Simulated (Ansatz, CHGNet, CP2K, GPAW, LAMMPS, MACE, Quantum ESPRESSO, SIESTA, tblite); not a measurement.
**A faulty SIESTA run on glassy 62SiO2-21K2O-18CaO (mol %) (110 atoms)**

Program: SIESTA 5.4.2, a calculation on a cell of 24 Si, 16 K, 7 Ca and 63 O, 15.1 Å³ an atom.

File input.fdf:

```
SystemLabel cell
NumberOfAtoms 110
NumberOfSpecies 4
%block ChemicalSpeciesLabel
  1 14 Si
  2 19 K
  3 20 Ca
  4 8 O
%endblock ChemicalSpeciesLabel
LatticeConstant 1.0 Ang
%block LatticeVectors
  11.83285 0.00000 0.00000
  0.00000 11.83285 0.00000
  0.00000 0.00000 11.83285
%endblock LatticeVectors
PAO.BasisSize DZP
PAO.EnergyShift 0.01 Ry
XC.Functional GGA
XC.Authors PBE
MeshCutoff 500 Ry
%block kgrid_Monkhorst_Pack
  1 0 0 0.0
  0 1 0 0.0
  0 0 1 0.0
%endblock kgrid_Monkhorst_Pack
SolutionMethod diagon
OccupationFunction FD
ElectronicTemperature 580 K
SCF.Mixer.Method Pulay
SCF.Mixer.Weight 0.15
SCF.Mixer.History 8
SCF.Mix Hamiltonian
MaxSCFIterations 6
SCF.DM.Tolerance 1e-04
SCF.H.Tolerance 1.0e-3 eV
WriteForces T
Write.HirshfeldPop T
Write.VoronoiPop T
Write.DM F
Write.H F
XML.Write F
AtomicCoordinatesFormat Fractional
%block AtomicCoordinatesAndAtomicSpecies
  0.94377 0.46350 0.20048 1
  0.16916 0.78455 0.39691 1
  0.96069 0.94286 0.32980 1
  0.27915 0.60281 0.71624 1
  0.38714 0.79508 0.86739 1
  0.57266 0.14228 0.02791 1
  0.88899 0.87412 0.08543 1
  0.28838 0.48755 0.21512 1
  0.99751 0.96251 0.86279 1
  0.83825 0.63078 0.61507 1
[... 96 atom lines left out ...]
  0.47805 0.94319 0.22114 4
  0.22750 0.75837 0.27954 4
  0.93679 0.52537 0.07740 4
  0.75699 0.86763 0.12058 4
%endblock AtomicCoordinatesAndAtomicSpecies
```

The run is started by

```
$ OMP_NUM_THREADS=1 mpirun -np 4 siesta < input.fdf > output.txt
```

The program printed:

```text
Version         : 5.4.2
reinit: System Name:
reinit: System Label: cell
initatom: Reading input for the pseudopotentials and atomic orbitals ----------
Species number:   1 Atomic number:   14 Label: Si
Species number:   2 Atomic number:   19 Label: K
Species number:   3 Atomic number:   20 Label: Ca
Species number:   4 Atomic number:    8 Label: O
Ground state valence configuration (from tables):   3s02  3p02  3d00  4f00
Ground state valence configuration (from tables):   4s01  4p00  3d00  4f00
Ground state valence configuration (from tables):   4s02  4p00  3d00  4f00
Ground state valence configuration (from tables):   2s02  2p04  3d00  4f00
---- Processing specs for species: Si
GGA--PBE XC_GGA_X_PBE--XC_GGA_C_PBE pb
---- Processing specs for species: K
GGA--PBE XC_GGA_X_PBE--XC_GGA_C_PBE pb
Semicore shell(s) with  8 electrons included in the valence for K
---- Processing specs for species: Ca
GGA--PBE XC_GGA_X_PBE--XC_GGA_C_PBE pb
Semicore shell(s) with  8 electrons included in the valence for Ca
---- Processing specs for species: O
GGA--PBE XC_GGA_X_PBE--XC_GGA_C_PBE pb
[... lines left out ...]
siesta: ******************** Simulation parameters ****************************
Total number of electrons:   688.000000
Total ionic charge:   688.000000
 Kpoints in:            1 . Kpoints trimmed:            1
siesta: k-grid: Number of k-points = 1
siesta: k-points from Monkhorst-Pack grid
siesta: k-cutoff (effective) =     5.916 Ang
siesta: k-point supercell and displacements
siesta: k-grid:     1     0     0      0.000
siesta: k-grid:     0     1     0      0.000
siesta: k-grid:     0     0     1      0.000
                     ====================================
                        Single-point calculation
                     ====================================
outcell: Unit cell vectors (Ang):
       11.832850    0.000000    0.000000
        0.000000   11.832850    0.000000
        0.000000    0.000000   11.832850
outcell: Cell vector modules (Ang)   :   11.832850   11.832850   11.832850
outcell: Cell angles (23,13,12) (deg):     90.0000     90.0000     90.0000
outcell: Cell volume (Ang**3)        :   1656.7923
Gamma-point calculation with interaction between periodic images
Gamma-point calculation with interaction between periodic images
Some features might not work optimally:
Some features might not work optimally:
e.g. DM initialization from atomic data
e.g. DM initialization from atomic data
new_DM -- step:     1
Initializing Density Matrix...
Attempting to read DM from file... Failed...
DM filled with atomic data:
InitMesh: MESH = 160 x 160 x 160 = 4096000
InitMesh: Mesh cutoff (required, used) =   500.000   505.316 Ry
stepf: Fermi-Dirac step function
        iscf     Eharris(eV)        E_KS(eV)     FreeEng(eV)     dDmax    Ef(eV) dHmax(eV)
   scf:    1   -51264.358479   -51542.755421   -51542.755421  1.712529 -7.568730 13.436123
   scf:    2   -51651.093923   -51601.344387   -51601.344387  0.146645 -4.800849  8.519130
   scf:    3   -51645.010084   -51637.007271   -51637.007271  0.239789 -4.759358  1.988834
   scf:    4   -51635.771743   -51637.417053   -51637.417053  0.053129 -5.027485  1.636249
   scf:    5   -51638.598776   -51638.174584   -51638.174584  0.030861 -4.918179  0.599841
   scf:    6   -51638.315023   -51638.282464   -51638.282466  0.024576 -4.878953  0.197915
SCF_NOT_CONV: SCF did not converge in maximum number of steps (required).
Geom step, scf iteration, dDmax, dHmax:    0     6      0.024576     0.014547
SCF_NOT_CONV: SCF did not converge in maximum number of steps (required).
Geom step, scf iteration, dDmax, dHmax:    0     6      0.024576     0.014547
ABNORMAL_TERMINATION
ABNORMAL_TERMINATION
Stopping Program from Node:    3
ABNORMAL_TERMINATION
Stopping Program from Node:    0
[...]
Stopping Program from Node:    3
[...]
ABNORMAL_TERMINATION
[...]
ABNORMAL_TERMINATION
Stopping Program from Node:    1
Stopping Program from Node:    0
```

Run time: 53 s. Hardware: 4 MPI ranks of Arm Neoverse V2, shared host; peak memory 3.1 GiB.

Banners, paths, timers and routine set-up lines are dropped from the logs unmarked, and long logs keep their key lines alone; longer cuts are marked.

Why should this run not be trusted?

Too few SCF iterations: iteration limit 6. The sound run has iteration limit 300.

The run ended unconverged.

[Also dropped from logs without a mark: logging warnings of Python, and SIESTA's first energy breakdown and zero terms.]

[Logs are printed without paths, hosts, clocks, repeated set-up lines and the standing remarks that a program may print on its own settings, such as how far it seeks lower states.]

[Hosts, paths, dates, database ids (printed as entryN), source tags and the programs' standing remarks are cut or masked in the printed files.]
